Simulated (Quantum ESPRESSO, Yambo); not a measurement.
An input for Yambo 5.3.0 (YVO4 (I4_1/amd)):

```
HF_and_locXC
gw0
dyson
ppa
em1d
rim_cut
RandQpts= 1000000
RandGvec= 1 RL
EXXRLvcs= 76 Ry
VXCRLvcs= 304 Ry
Chimod= "HARTREE"
% BndsRnXp
 1 | 157 |
%
NGsBlkXp= 281 RL
% LongDrXp
 1 | 1 | 1 |
%
% GbndRnge
 1 | 157 |
%
DysSolver= "n"
ExtendOut
PPAPntXp= 27.21138 eV
% QPkrange
 1 | 1 | 47 | 50 |
%
```

```sh
OMP_NUM_THREADS=2 mpirun -n 4 yambo -F gw5.in -J gw5 -C gw5 > gw5.log
```

The stored states that it reads are on a 4×4×4 mesh. Symmetry: I4_1/amd, No. 141, tetragonal system. Conventional cell: a = 7.261 Å, b = 7.261 Å, c = 6.415 Å, α = 90.00°, β = 90.00°, γ = 90.00°. Nearest to Y lie 8 O at 2.34 to 2.48 Å. Nearest to V lie 4 O at 1.74 Å. Nearest to O lie 1 V at 1.74 Å and 2 Y at 2.34 to 2.48 Å. Farther neighbours and most contacts between anions are not listed.

Question: How long will it take on 4 MPI ranks of Arm Neoverse V2, shared host, and how much memory?

It took 8.6 min; on shared hardware allow 4.3 min to 17 min. Peak host memory was 7.8 GiB.

The screening grows as filled bands × empty bands × pairs of k points, times the square of the screening basis for the matrix.

[Paths, hosts, dates, memory and timing lines, banners, echoed tables and standing remarks are left out of the program output.]

[Logs are printed without paths, hosts, clocks, repeated set-up lines and the standing remarks that a program may print on its own settings, such as how far it seeks lower states.]

[Runs of the session that timed out or met a known fault of the program may be left out.]

[Hosts, paths, dates, database ids (printed as entryN), source tags and the programs' standing remarks are cut or masked in the printed files.]
